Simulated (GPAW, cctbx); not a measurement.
# SiSbW: what bonding does to one electron reflection, worked out

SiSbW, P4/nmm (no. 129, origin choice 1), a = 3.6303 Å, b = 3.6303 Å, c = 8.1692 Å, α = 90.00°, β = 90.00°, γ = 90.00°.

```csv
atom,mult.,x,y,z
W1,2,1/2,0,0.2250
Sb1,2,1/2,0,0.6277
Si1,2,1/2,1/2,0
```

The start was made by putting kin elements into a known structure type; the compound need not exist, or be stable, in this form.

A DFT run (GPAW, PBE, 450 eV, 7×7×3 k-points (along the axes of the calculation cell), Fermi–Dirac width 0.1 eV) gives the static X-ray structure factor of 101 as 67.364 e for the conventional cell; superposed free atoms give 67.166 e. **Problem.** Find the Fourier component V of the crystal potential and the two-beam extinction distance at 120 kV in both cases.

## 1. Geometry

The cell volume is Ω = 107.66 Å³ and d(101) = 3.3175 Å, so g = 1/d = 0.3014 Å⁻¹.

## 2. The nuclei

Electrons feel nuclei as well as electrons, so the nuclear charges are summed with the same phases.

Phase sums Σ exp(2πi h·x), turned so that the total is real and positive: W +1.975, Sb -1.438, Si 0.000. Then F_Z = 74 × (+1.975) + 51 × (-1.438) + 14 × (0.000) = 72.81 e. The electron term has the same sign for this reflection.

## 3. Mott–Bethe

Poisson's equation, term by term, gives V = (e/4πε₀)(F_Z − F)/(πΩg²), with e/4πε₀ = 14.3996 V Å.

The prefactor is 14.3996 × 3.3175²/(π × 107.66) = 0.46856 V per electron. Free atoms: (72.81 − 67.166) × 0.46856 = 2.646 V. Crystal: (72.81 − 67.364) × 0.46856 = 2.554 V. F changes by +0.29 % and V by -3.5 %: the same 0.20 e is measured against F_Z − F = 5.6 e in place of F = 67.2 e.

## 4. Extinction distance

In the two-beam case ξ = 1/(λU) with U = 2γm₀eV/h², that is ξ = 150.41 V Å²/(γλV).

At 120 kV, λ = 0.03349 Å and γ = 1.2348. Free atoms: ξ = 1374 Å. Crystal: ξ = 1424 Å. The thickness fringes go as sin²(πt/ξ), so the two patterns slip by a quarter of a period when t|1/ξ₁ − 1/ξ₀| = 1/4, at t ≈ 980 nm, thicker than usual samples. Thermal motion, absorption and many-beam coupling, left out here, change a real pattern.

## 5. Answer

V(101) is 2.55 V against 2.65 V, and ξ is 1424 against 1374 Å. Limits: static atoms, two beams.

[Outputs are excerpts: Python notices, other lines and further rows are left out; steps that failed or that the build refused (PBEsol, TPSS) are not shown.]

[Logs are printed without paths, hosts, clocks, repeated set-up lines and the standing remarks that a program may print on its own settings, such as how far it seeks lower states.]
